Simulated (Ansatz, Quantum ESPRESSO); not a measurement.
## W (fcc): bulk modulus from a few volumes

How stiff is fcc W under hydrostatic load? Each row scales the relaxed cell evenly and relaxes the atoms. The symmetry of the cell is held, so distortions that would lower it, which this phase may prefer, aren't tested. The phase is followed to these pressures whether or not it stays the stable one.

Calculated with Quantum ESPRESSO 7.5, PBEsol, PseudoDojo 0.4.1 norm-conserving potentials, cutoff 1170 eV, Fermi–Dirac smearing 0.05 eV, k-mesh 19×19×19, no spin polarisation, no spin-orbit coupling.

Reference cell, relaxed at zero pressure with PBEsol (Fm-3m): a = 2.8271 Å, b = 2.8271 Å, c = 2.8271 Å, α = 60.00°, β = 60.00°, γ = 60.00°.

```
atom       x       y       z
   W  0.0000  0.0000  0.0000
```

| V (Å³/atom) | V/V0 | P (GPa) | E − E0 (meV/atom) |
| --- | --- | --- | --- |
| 15.0191 | 0.9400 | 21.167 | 60.4 |
| 15.6582 | 0.9800 | 6.376 | 6.3 |
| 16.2973 | 1.0200 | −5.757 | 5.8 |
| 16.6169 | 1.0400 | −10.944 | 22.5 |
| 16.9364 | 1.0600 | −15.614 | 49.1 |

V0 = 15.9778 Å³ an atom, where the residual pressure P0 is −0.003 GPa. **Question.** Fit the Birch–Murnaghan law and give the pressure and the energy at V = 15.3386 Å³ an atom, a row left out above.

With the Eulerian strain f = ½[(V0/V)^(2/3) − 1] and F = (P − P0)/[3f(1 + 2f)^(5/2)], the third-order law is the line F = B0 + (3/2) B0 (B′ − 4) f.

| f | F (GPa) |
| --- | --- |
| 0.02106 | 302.28 |
| 0.00678 | 303.20 |
| −0.00656 | 302.35 |
| −0.01290 | 301.72 |
| −0.01905 | 301.03 |

A straight line through the 5 rows: the means are −0.002134 for f and 302.12 for F, Σ(Δx)² = 0.001039 and ΣΔxΔy = 0.03507, so the slope is 0.03507/0.001039 = 33.747 and the intercept 302.12 − (33.747)(−0.002134) = 302.19.

Hence B0 = 302.2 GPa and B′ = 4 + (33.7)/(1.5 × 302.2) = 4.07. For the withheld volume f = 0.01380, F = 302.65 GPa and P = 13.41 GPa. The run itself gives 13.43 GPa, so the estimate misses by 0.02 GPa; the fitted rows themselves lie up to 0.04 GPa off the law.

Integrating the same law gives E − E0 = (9/2) B0 V0 f²[1 + (B′ − 4) f] + P0(V0 − V), with 1 GPa Å³ = 6.2415 meV: 25.8 meV an atom. The run itself gives 26.0 meV, so the estimate misses by 0.2 meV; the fitted rows themselves lie up to 0.2 meV off the law.

The same fit over all rows at other levels or in other programs gives B0 = 303 GPa with PBEsol (Ansatz), 297 GPa with r2SCAN (Ansatz) and 317 GPa with LDA (Quantum ESPRESSO, GBRV).

[Logs are printed without paths, hosts, clocks, repeated set-up lines and the standing remarks that a program may print on its own settings, such as how far it seeks lower states.]
